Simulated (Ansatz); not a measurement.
# A hypothetical structure for Li4Lu

Starting from a made-up structure for Li4Lu, the aim is the relaxed cell, its shortest contacts and, where a second run follows, its electronic structure.

Program: Ansatz 0.2.0. Level of theory: DFT, PBE, plane-wave PAW, files of the set soft_1, scalar-relativistic, no spin, cell and ions relaxed at zero pressure; PAW set soft_1, in the first sound run; inputs show where later runs differ. Results are calculated unless marked as measured.

### 1. Starting point

It takes space group I4/m (No. 87, tetragonal). Conventional cell: a = 6.577 Å, b = 6.577 Å, c = 4.349 Å, α = 90.00°, β = 90.00°, γ = 90.00°. Nearest to Lu lie 12 Li at 2.92 to 3.02 Å. Nearest to Li lie 3 Lu at 2.92 to 3.02 Å and 9 Li at 2.95 to 3.01 Å. Farther neighbours are not listed.

### 2. Relaxing cell and atoms

The guessed cell has no reason to be at equilibrium. It is relaxed with the atoms, within the space group of the guess.

Input file input.yaml:

```yaml
crystal:
  lattice:
    - [-3.2885, 3.2885, 2.1745]
    - [3.2885, -3.2885, 2.1745]
    - [3.2885, 3.2885, -2.1745]
  atoms:
    - { symbol: Lu, position: [0.0, 0.0, 0.0] }
    - { symbol: Li, position: [0.8011, 0.3962, 0.1973] }
    - { symbol: Li, position: [0.6038, 0.8011, 0.4049] }
    - { symbol: Li, position: [0.1989, 0.6038, 0.8027] }
    - { symbol: Li, position: [0.3962, 0.1989, 0.5951] }
kpoints:
  mp_grid: { grid: [7, 7, 7] }
scf:
  occupations: { method: fermi_dirac, width: 0.05 }
hamiltonian:
  xc: pbe
  pseudopotentials: { kind: paw, azcp: { folder: soft_1 } }
relax:
  f_tol: 0.015
  max_steps: 70
  cell: {}
output:
  forces: true
  stress: true
```

Started as:

```
> ansatz run input.yaml --threads 4 --pin off --max-ram 8192MiB --backend cpu --events-out ev --progress --plain --runs-dir out
```

Numbers of over 12 decimals in the logs are rounded to 6 here.

The log of the run:

```text
Engine: ansatz 0.2.0, aarch64-unknown-linux-gnu
Pseudopotentials: kind: paw
Pseudopotential: Lu, paw, valence charge 25, recommended cutoff 420 eV (normal), soft_1/Lu.paw.azcp
Pseudopotential: Li, paw, valence charge 3, recommended cutoff 420 eV (normal), soft_1/Li.paw.azcp
Functional definition: PBE
  parameter kappa = 0.804
  parameter beta = 0.066725
  exchange = pbe_x(kappa = kappa, mu = beta*pi^2/3)
  correlation = pbe_c(beta = beta)
Crystal: 5 atoms, lattice volume = 94.062 Å³
Basis set: ecut = 420 eV, 1839 PW (Γ), exchange–correlation on 72×72×72 points (8 copies of the dense FFT grid, shifted against one another)
Bands: 24, of which v1, the nominal top of the filled ones, is band 19 counted from 1 (18 counted from 0)
Symmetry: 8 space group operations
Space group: I4/m (ITA 87), of the structure as read, at distance tolerance 4.5e-5 Å
k-points: 52 of 343
Non-local potential: Lu, projectors of the file, l = 0: 3, l = 1: 2, l = 2: 2, l = 3: 3
Non-local potential: Li, projectors of the file, l = 0: 3, l = 1: 2, l = 2: 1
PAW form: soft (Blöchl's): semilocal exchange-correlation on the pseudo side does not see the compensation charge
PAW one-centre angular grid: Lu, 590 points (default); XC on 64 Gauss nodes
PAW one-centre angular grid: Li, 110 points (default); XC on 96 Gauss nodes
Initial density: superposition of atomic densities (chi_scale 0.1, normalization cell, long waves kept (reshape's long-wave potential 0.00 eV rms))
Initial wavefunctions: pseudopotential atomic-orbital guess
Functional: x = pbe(κ = 0.804, μ = 0.219515), c = pbe(β = 0.066725)
SCF iter   1: F=—  HF=-15551.627964 eV  |F-HF|=—  |Δ(HF+E_count)|=         —  Δρ=2.56e-2  dr2=2.00e0  ethr=3.10e-3  ⟨swp⟩=6.8  Hψ=6429  notcnv=0
preconditioner: auto → Kerker (q_TF=auto, 2.335 Å⁻¹)  [metal: Δε(μ)=0.015 eV  Ē_g=4.829 eV  σ=0.050 eV  W_gap=0.07  n_scr=16 (ndim 8)  ℏωp=17.5 eV  f_vac=0.000  D(μ)=3.12/eV (n_scr^D=16)]
SCF iter   2: F=—  HF=-15551.091321 eV  |F-HF|=—  |Δ(HF+E_count)|=   5.37e-1  Δρ=1.59e-2  dr2=7.53e-1  ethr=3.10e-3  ⟨swp⟩=4.9  Hψ=3059  notcnv=0  defer=8
SCF iter   3: F=—  HF=-15550.980405 eV  |F-HF|=—  |Δ(HF+E_count)|=   1.11e-1  Δρ=8.82e-3  dr2=9.97e-2  ethr=2.04e-3  ⟨swp⟩=3.7  Hψ=2794  notcnv=0  defer=3
SCF iter   4: F=—  HF=-15550.830947 eV  |F-HF|=—  |Δ(HF+E_count)|=   1.49e-1  Δρ=3.81e-3  dr2=1.50e-2  ethr=2.69e-4  ⟨swp⟩=4.3  Hψ=3623  notcnv=0  defer=4
SCF iter   5: F=—  HF=-15550.830924 eV  |F-HF|=—  |Δ(HF+E_count)|=   2.33e-5  Δρ=1.17e-3  dr2=2.97e-3  ethr=4.06e-5  ⟨swp⟩=2.5  Hψ=2822  notcnv=0
SCF iter   6: F=—  HF=-15550.829513 eV  |F-HF|=—  |Δ(HF+E_count)|=   1.41e-3  Δρ=3.20e-4  dr2=6.72e-5  ethr=8.03e-6  ⟨swp⟩=2.1  Hψ=1894  notcnv=0
SCF iter   7: F=—  HF=-15550.829600 eV  |F-HF|=—  |Δ(HF+E_count)|=   8.78e-5  Δρ=1.30e-4  dr2=4.32e-5  ethr=1.81e-7  ⟨swp⟩=2.8  Hψ=2431  notcnv=0
SCF iter   8: F=—  HF=-15550.829578 eV  |F-HF|=—  |Δ(HF+E_count)|=   2.23e-5  Δρ=7.34e-5  dr2=3.43e-6  ethr=1.17e-7  ⟨swp⟩=3.1  Hψ=2674  notcnv=0
SCF iter   9: F=—  HF=-15550.829577 eV  |F-HF|=—  |Δ(HF+E_count)|=   9.56e-7  Δρ=1.03e-5  dr2=1.26e-7  ethr=9.27e-9  ⟨swp⟩=2.4  Hψ=2296  notcnv=0
SCF iter  10: F=-15550.829577 eV  HF=-15550.829577 eV  |F-HF|=1.25e-8  |Δ(HF+E_count)|=   2.37e-8  Δρ=5.17e-6  dr2=2.15e-8  ethr=2.70e-10  ⟨swp⟩=6.2  Hψ=6233  notcnv=0
SCF 1 converged in 10 iterations: F = -15550.829577 eV  dr2 = 2.15e-8
  greatest PAW one-centre occupation: 1.000 electrons in one spin orbital (limit 2), on the Li atom at site 4 (counted from 0), in its partial waves of l = 0
relax step   1: F+E_penalty+E_count = -15550.82957708 eV  Δ(F+E_penalty+E_count) = +0.000e0 eV  max|allowed force component| = 3.562e-1 eV/Å  Δτ_max = 0.0000 Å  P = +3.685 GPa  Ω = 94.062 Å³  (10 SCF iters, dr2 threshold 1.00e-7 eV, accepted)
Crystal: 5 atoms, lattice volume = 104.631 Å³
Basis set: ecut = 420 eV, 2043 PW (Γ), exchange–correlation on 72×72×72 points (8 copies of the dense FFT grid, shifted against one another)
Initial density: handed on by an earlier stage of this run
Initial wavefunctions: those handed on with the density
iter 1 solved again at ethr=4.33e-4 eV; its pass at ethr=3.10e-3 eV (dr2=1.60e-1 eV) is discarded
SCF iter   1: F=—  HF=-15551.106119 eV  |F-HF|=—  |Δ(HF+E_count)|=         —  Δρ=6.27e-3  dr2=1.60e-1  ethr=4.33e-4  ⟨swp⟩=2.0  Hψ=10335  notcnv=0
preconditioner: auto → Kerker (q_TF=auto, 2.294 Å⁻¹)  [metal: Δε(μ)=0.009 eV  Ē_g=6.055 eV  σ=0.050 eV  W_gap=0.05  n_scr=16 (ndim 8)  ℏωp=16.6 eV  f_vac=0.000  D(μ)=3.36/eV (n_scr^D=16)]
SCF iter   2: F=—  HF=-15551.084130 eV  |F-HF|=—  |Δ(HF+E_count)|=   2.20e-2  Δρ=4.00e-3  dr2=7.06e-2  ethr=4.33e-4  ⟨swp⟩=2.0  Hψ=1708  notcnv=0
SCF iter   3: F=—  HF=-15551.083146 eV  |F-HF|=—  |Δ(HF+E_count)|=   9.84e-4  Δρ=2.93e-3  dr2=8.75e-3  ethr=1.91e-4  ⟨swp⟩=5.0  Hψ=3012  notcnv=0
SCF iter   4: F=—  HF=-15551.068440 eV  |F-HF|=—  |Δ(HF+E_count)|=   1.47e-2  Δρ=9.36e-4  dr2=1.06e-3  ethr=2.36e-5  ⟨swp⟩=3.2  Hψ=4041  notcnv=0
SCF iter   5: F=—  HF=-15551.067939 eV  |F-HF|=—  |Δ(HF+E_count)|=   5.01e-4  Δρ=2.67e-4  dr2=1.79e-4  ethr=2.87e-6  ⟨swp⟩=2.1  Hψ=1987  notcnv=0
SCF iter   6: F=—  HF=-15551.067909 eV  |F-HF|=—  |Δ(HF+E_count)|=   3.00e-5  Δρ=1.92e-4  dr2=1.90e-5  ethr=4.85e-7  ⟨swp⟩=2.1  Hψ=2170  notcnv=0
SCF iter   7: F=—  HF=-15551.067908 eV  |F-HF|=—  |Δ(HF+E_count)|=   6.31e-7  Δρ=2.15e-5  dr2=6.61e-7  ethr=5.14e-8  ⟨swp⟩=2.5  Hψ=2458  notcnv=0
SCF iter   8: F=-15551.067907 eV  HF=-15551.067907 eV  |F-HF|=2.29e-8  |Δ(HF+E_count)|=   1.11e-6  Δρ=6.63e-6  dr2=3.40e-8  ethr=1.35e-9  ⟨swp⟩=7.0  Hψ=6708  notcnv=0
SCF 2 converged in 8 iterations: F = -15551.067907 eV  dr2 = 3.40e-8
relax step   2: F+E_penalty+E_count = -15551.06790709 eV  Δ(F+E_penalty+E_count) = -2.383e-1 eV  max|allowed force component| = 1.419e-1 eV/Å  Δτ_max = 0.1953 Å  P = +0.318 GPa  Ω = 104.631 Å³  energy of the carried Pulay correction = -1.014e-3 eV  (8 SCF iters, dr2 threshold 5.00e-7 eV, accepted)
Crystal: 5 atoms, lattice volume = 104.933 Å³
iter 1 solved again at ethr=6.41e-5 eV; its pass at ethr=3.10e-3 eV (dr2=2.37e-2 eV) is discarded
SCF iter   1: F=—  HF=-15551.094815 eV  |F-HF|=—  |Δ(HF+E_count)|=         —  Δρ=2.03e-3  dr2=2.16e-2  ethr=6.41e-5  ⟨swp⟩=2.5  Hψ=7586  notcnv=0
preconditioner: auto → Kerker (q_TF=auto, 2.293 Å⁻¹)  [metal: Δε(μ)=0.023 eV  Ē_g=6.037 eV  σ=0.050 eV  W_gap=0.11  n_scr=16 (ndim 8)  ℏωp=16.6 eV  f_vac=0.000  D(μ)=3.63/eV (n_scr^D=32)]
SCF iter   2: F=—  HF=-15551.091586 eV  |F-HF|=—  |Δ(HF+E_count)|=   3.23e-3  Δρ=1.34e-3  dr2=9.63e-3  ethr=5.83e-5  ⟨swp⟩=1.1  Hψ=1255  notcnv=0
[...]
[... from here on, the SCF cycles and remarks between the steps are left out ...]
relax step   4: F+E_penalty+E_count = -15551.10523192 eV  Δ(F+E_penalty+E_count) = -1.542e-2 eV  max|allowed force component| = 3.257e-2 eV/Å  Δτ_max = 0.0464 Å  P = +0.103 GPa  Ω = 106.395 Å³  energy of the carried Pulay correction = -1.173e-3 eV  (7 SCF iters, dr2 threshold 5.00e-7 eV, accepted)
relax step   5: F+E_penalty+E_count = -15551.13502446 eV  Δ(F+E_penalty+E_count) = -2.979e-2 eV  max|allowed force component| = 9.449e-2 eV/Å  Δτ_max = 0.0857 Å  P = -0.175 GPa  Ω = 108.758 Å³  energy of the carried Pulay correction = -1.381e-3 eV  (7 SCF iters, dr2 threshold 5.00e-7 eV, accepted)
relax step   6: F+E_penalty+E_count = -15551.19353847 eV  Δ(F+E_penalty+E_count) = -5.851e-2 eV  max|allowed force component| = 1.026e-1 eV/Å  Δτ_max = 0.0472 Å  P = -0.261 GPa  Ω = 109.229 Å³  energy of the carried Pulay correction = -1.422e-3 eV  (7 SCF iters, dr2 threshold 5.00e-7 eV, accepted)
relax step   7: F+E_penalty+E_count = -15551.27237047 eV  Δ(F+E_penalty+E_count) = -7.883e-2 eV  max|allowed force component| = 1.051e-1 eV/Å  Δτ_max = 0.0450 Å  P = -0.179 GPa  Ω = 108.529 Å³  energy of the carried Pulay correction = -1.361e-3 eV  (6 SCF iters, dr2 threshold 5.00e-7 eV, accepted)
relax step   8: F+E_penalty+E_count = -15551.32751821 eV  Δ(F+E_penalty+E_count) = -5.515e-2 eV  max|allowed force component| = 9.884e-2 eV/Å  Δτ_max = 0.0468 Å  P = +0.003 GPa  Ω = 107.449 Å³  energy of the carried Pulay correction = -1.266e-3 eV  (7 SCF iters, dr2 threshold 5.00e-7 eV, accepted)
relax step   9: F+E_penalty+E_count = -15551.05121509 eV  Δ(F+E_penalty+E_count) = +2.763e-1 eV  max|allowed force component| = 4.696e-1 eV/Å  Δτ_max = 0.1955 Å  P = +1.714 GPa  Ω = 100.047 Å³  energy of the carried Pulay correction = -5.876e-4 eV  (9 SCF iters, dr2 threshold 5.00e-7 eV, rejected (line search))
relax step  10: F+E_penalty+E_count = -15551.33762403 eV  Δ(F+E_penalty+E_count) = -1.011e-2 eV  max|allowed force component| = 3.587e-2 eV/Å  Δτ_max = 0.0570 Å  P = +0.071 GPa  Ω = 106.221 Å³  energy of the carried Pulay correction = -1.157e-3 eV  (13 SCF iters, accepted)
relax step  11: F+E_penalty+E_count = -15551.33948962 eV  Δ(F+E_penalty+E_count) = -1.866e-3 eV  max|allowed force component| = 2.098e-3 eV/Å  Δτ_max = 0.0197 Å  P = +0.038 GPa  Ω = 106.545 Å³  energy of the carried Pulay correction = -1.186e-3 eV  (8 SCF iters, dr2 threshold 8.04e-8 eV, accepted)
relax step  12: F+E_penalty+E_count = -15551.33949509 eV  Δ(F+E_penalty+E_count) = -5.469e-6 eV  max|allowed force component| = 8.654e-4 eV/Å  Δτ_max = 0.0010 Å  P = -0.025 GPa  Ω = 106.836 Å³  energy of the carried Pulay correction = -1.212e-3 eV  (6 SCF iters, dr2 threshold 1.06e-8 eV, accepted)
relax step  13: F+E_penalty+E_count = -15551.35223248 eV  Δ(F+E_penalty+E_count) = -1.274e-2 eV  max|allowed force component| = 1.090e-3 eV/Å  Δτ_max = 0.0000 Å  P = +0.148 GPa  Ω = 106.836 Å³  stress off target by 2.34e-1 GPa  SCF on the basis re-selected at this cell (its energy is not comparable with the rows above)  (9 SCF iters)
relax step  14: F+E_penalty+E_count = -15551.35328254 eV  Δ(F+E_penalty+E_count) = -1.050e-3 eV  max|allowed force component| = 6.047e-4 eV/Å  Δτ_max = 0.0035 Å  P = +0.021 GPa  Ω = 107.547 Å³  energy of the carried Pulay correction = -6.111e-5 eV  (8 SCF iters, dr2 threshold 1.37e-7 eV, accepted)
relax step  15: F+E_penalty+E_count = -15551.35343333 eV  Δ(F+E_penalty+E_count) = -1.508e-4 eV  max|allowed force component| = 1.179e-4 eV/Å  Δτ_max = 0.0023 Å  P = -0.002 GPa  Ω = 107.698 Å³  energy of the carried Pulay correction = -7.347e-5 eV  (7 SCF iters, dr2 threshold 7.66e-9 eV, accepted)
iter 1 solved again at ethr=3.24e-9 eV; its pass at ethr=3.10e-3 eV (dr2=1.20e-6 eV) is discarded
SCF iter   1: F=—  HF=-15551.353507 eV  |F-HF|=—  |Δ(HF+E_count)|=         —  Δρ=3.13e-5  dr2=3.39e-8  ethr=3.24e-9  ⟨swp⟩=4.3  Hψ=10149  notcnv=0
preconditioner: auto → Kerker (q_TF=auto, 2.283 Å⁻¹)  [metal: Δε(μ)=0.012 eV  Ē_g=5.916 eV  σ=0.050 eV  W_gap=0.06  n_scr=20 (ndim 8)  ℏωp=16.4 eV  f_vac=0.000  D(μ)=3.83/eV (n_scr^D=28)]
SCF iter   2: F=—  HF=-15551.353509 eV  |F-HF|=—  |Δ(HF+E_count)|=   1.43e-6  Δρ=1.61e-5  dr2=2.07e-8  ethr=9.15e-11  ⟨swp⟩=2.0  Hψ=2248  notcnv=0
SCF iter   3: F=—  HF=-15551.353510 eV  |F-HF|=—  |Δ(HF+E_count)|=   9.03e-7  Δρ=9.41e-6  dr2=3.33e-9  ethr=5.59e-11  ⟨swp⟩=2.0  Hψ=2166  notcnv=0
SCF iter   4: F=—  HF=-15551.353510 eV  |F-HF|=—  |Δ(HF+E_count)|=   4.01e-7  Δρ=4.05e-6  dr2=7.40e-10  ethr=8.99e-12  ⟨swp⟩=2.0  Hψ=1958  notcnv=0
SCF iter   5: F=—  HF=-15551.353510 eV  |F-HF|=—  |Δ(HF+E_count)|=   8.23e-8  Δρ=1.16e-6  dr2=7.25e-11  ethr=2.00e-12  ⟨swp⟩=2.0  Hψ=2223  notcnv=0
SCF iter   6: F=-15551.353510 eV  HF=-15551.353510 eV  |F-HF|=1.93e-10  |Δ(HF+E_count)|=   7.24e-9  Δρ=1.91e-7  dr2=5.44e-12  ethr=1.00e-12  ⟨swp⟩=4.9  Hψ=4851  notcnv=0
SCF 16 converged in 6 iterations: F = -15551.353510 eV  dr2 = 5.44e-12
relax step  16: F+E_penalty+E_count = -15551.35351008 eV  Δ(F+E_penalty+E_count) = -7.676e-5 eV  max|allowed force component| = 1.242e-4 eV/Å  Δτ_max = 0.0000 Å  P = -0.002 GPa  Ω = 107.698 Å³  stress off target by 1.23e-2 GPa  SCF on the basis re-selected at this cell (its energy is not comparable with the rows above)  (6 SCF iters)
basis re-selected at this cell: Δ(F+E_penalty+E_count) = -7.676e-5 eV, ΔP = +0.000 GPa vs the last step (what re-selecting the basis moved, of the pressure what is left beyond the Pulay correction that the steps carried, after the strain that the cell walked since its last selection, with what the two solves' SCF thresholds leave and, on support functions, any second-order correction that the steps lacked; it is no m [...]
SCF converged after 6 iterations
Free energy (F): -15551.353510 eV
Harris-Foulkes:  -15551.353510 eV  (|F-HF|=1.93e-10)
Internal energy: -15551.323469 eV  (E = F + TS)
E sigma→0 (E₀):  -15551.338489 eV
Entropy (-TS):   -0.030042 eV (-6.008 meV/atom)
Fermi energy:    4.498771 eV
--- Per-component energies (eV) ---
  E_band       = -571.871395
  E_kinetic    = 477.048629
  E_local      = -9641.269349  (includes V_loc(G=0)·N_el)
  E_nonlocal   = 602.029980
  E_hartree    = 4036.207453
  E_xc         = -239.273751
  E_vxc        = -293.238248  (∫ρ·V_xc dr)
  E_paw        = -7514.945882  (= ΣΔE_a)
  E_vpaw       = 211.141749  (= ΣTr[D̂ρ^β])
  E_aug_tail   = 0.001022  (compensation charges beyond the density's cutoff)
  E_ewald      = -3271.121570
  E_smearing   = -0.030042  (= −TS)
  E_closure    = 0.000000  (closes the sum)
  Σ components = -15551.353510   (vs F -15551.353510, Δ=0.00e0)
--- Forces (eV/Å), atoms counted from 1 ---
  atom   1  Lu    -0.00000000     0.00000000     0.00000000
  atom   2  Li    -0.00011833     0.00012418     0.00000000
  atom   3  Li     0.00012418     0.00011833     0.00000000
  atom   4  Li     0.00011833    -0.00012418     0.00000000
  atom   5  Li    -0.00012418    -0.00011833     0.00000000
  max |Σ_I F_I| component: 7.89e-31 eV/Å
--- Stress (GPa, compression-positive) ---
        0.002968       0.000000       0.000000
       -0.000000       0.002968      -0.000000
        0.000000      -0.000000      -0.012264
  P = ⅓ Tr σ = -0.0021 GPa (-0.021 kbar)
--- Relaxed structure (14 steps of the walk, 13 accepted, 2 SCFs on fresh bases) ---
  F+E_penalty+E_count = -15551.35351008 eV   max|allowed force component| = 1.242e-4 eV/Å   (the final SCF, on the basis selected at the relaxed cell)
  cell:  # Å, volume = 107.6979 Å³
    - [-3.964425, 3.964425, 1.713117]
    - [3.964425, -3.964425, 1.713117]
    - [3.964425, 3.964425, -1.713117]
  atoms:
    - { symbol: Lu, position: [-3.1321029766192227e-19, 1.5281365575400073e-18, 1.2149262598780855e-18] }
    - { symbol: Li, position: [0.825830, 0.377712, 0.203542] }
    - { symbol: Li, position: [0.622288, 0.825830, 0.448118] }
    - { symbol: Li, position: [0.174170, 0.622288, 0.796458] }
    - { symbol: Li, position: [0.377712, 0.174170, 0.551882] }
```

The job ended after 63 s (4 threads of Arm Neoverse N1, shared host; peak memory 0.49 GiB).

The steps of the relaxation:

| step | energy less that of the first step (eV) | largest force component (eV/Å) | pressure (GPa) | volume (Å³) |
| --- | --- | --- | --- | --- |
| 1 | 0.0000 | 0.3562 | 3.69 | 94.06 |
| 2 | -0.2383 | 0.1419 | 0.32 | 104.63 |
| 3 | -0.2602 | 0.0398 | 0.32 | 104.93 |
| 4 | -0.2757 | 0.0326 | 0.10 | 106.39 |
| 5 | -0.3054 | 0.0945 | -0.18 | 108.76 |
| 6 | -0.3640 | 0.1026 | -0.26 | 109.23 |
| 7 | -0.4428 | 0.1051 | -0.18 | 108.53 |
| 8 | -0.4979 | 0.0988 | 0.00 | 107.45 |
| 9 | -0.2216 | 0.4696 | 1.71 | 100.05 |
| 10 | -0.5080 | 0.0359 | 0.07 | 106.22 |
| 11 | -0.5099 | 0.0021 | 0.04 | 106.54 |
| 12 | -0.5099 | 0.0009 | -0.03 | 106.84 |
| 13* | -0.5227 | 0.0011 | 0.15 | 106.84 |
| 14 | -0.5237 | 0.0006 | 0.02 | 107.55 |
| 15 | -0.5239 | 0.0001 | 0.00 | 107.70 |
| 16* | -0.5239 | 0.0001 | 0.00 | 107.70 |

Relaxation steps marked * repeat the geometry before them on a plane-wave basis chosen anew for their cell, so energy and pressure can jump there. Relaxation step 9 was tried and not accepted.

Forces are held to the 8 operations that the run works with; a distortion that breaks them can't arise in this run.

| cell as run | before | after | change |
| --- | --- | --- | --- |
| a (Å) | 5.134 | 5.862 | +14.2 % |
| b (Å) | 5.134 | 5.862 | +14.2 % |
| c (Å) | 5.134 | 5.862 | +14.2 % |
| α (°) | 100.33 | 94.90 | -5.4 % |
| β (°) | 100.33 | 94.90 | -5.4 % |
| γ (°) | 129.88 | 146.02 | +12.4 % |
| volume (Å³/atom) | 18.81 | 21.54 | +14.5 % |

The atoms that moved most (Å, as changes of fractional coordinates times the final cell):

| atom | dx | dy | dz | length |
| --- | --- | --- | --- | --- |
| Li4 | 0.147 | -0.196 | 0.000 | 0.245 |
| Li2 | -0.147 | 0.196 | 0.000 | 0.245 |
| Li5 | -0.196 | -0.147 | 0.000 | 0.245 |
| Li3 | 0.196 | 0.147 | 0.000 | 0.245 |

Numbers from this step:

* free energy: -15551.3535 eV
* energy at zero smearing: -15551.3385 eV
* smearing term TS: 0.03004 eV
* Fermi energy: 4.499 eV
* electrons: 37
* symmetry operations: 8
* pressure: -0.002109 GPa

Shortest distances by pair of elements, guess and relaxed (not always the same contact):

| pair | guess (Å) | relaxed (Å) |
| --- | --- | --- |
| Li–Li | 2.951 | 2.912 |
| Li–Lu | 2.916 | 3.248 |
| Lu–Lu | 4.349 | 3.426 |

The relaxation ends with a largest force component of 1.2e-4 eV/Å and a pressure of 0.00 GPa.

[end of part 1 of 2]

[Logs are printed without paths, hosts, clocks, repeated set-up lines and the standing remarks that a program may print on its own settings, such as how far it seeks lower states.]

[Hosts, paths, dates, database ids (printed as entryN), source tags and the programs' standing remarks are cut or masked in the printed files.]
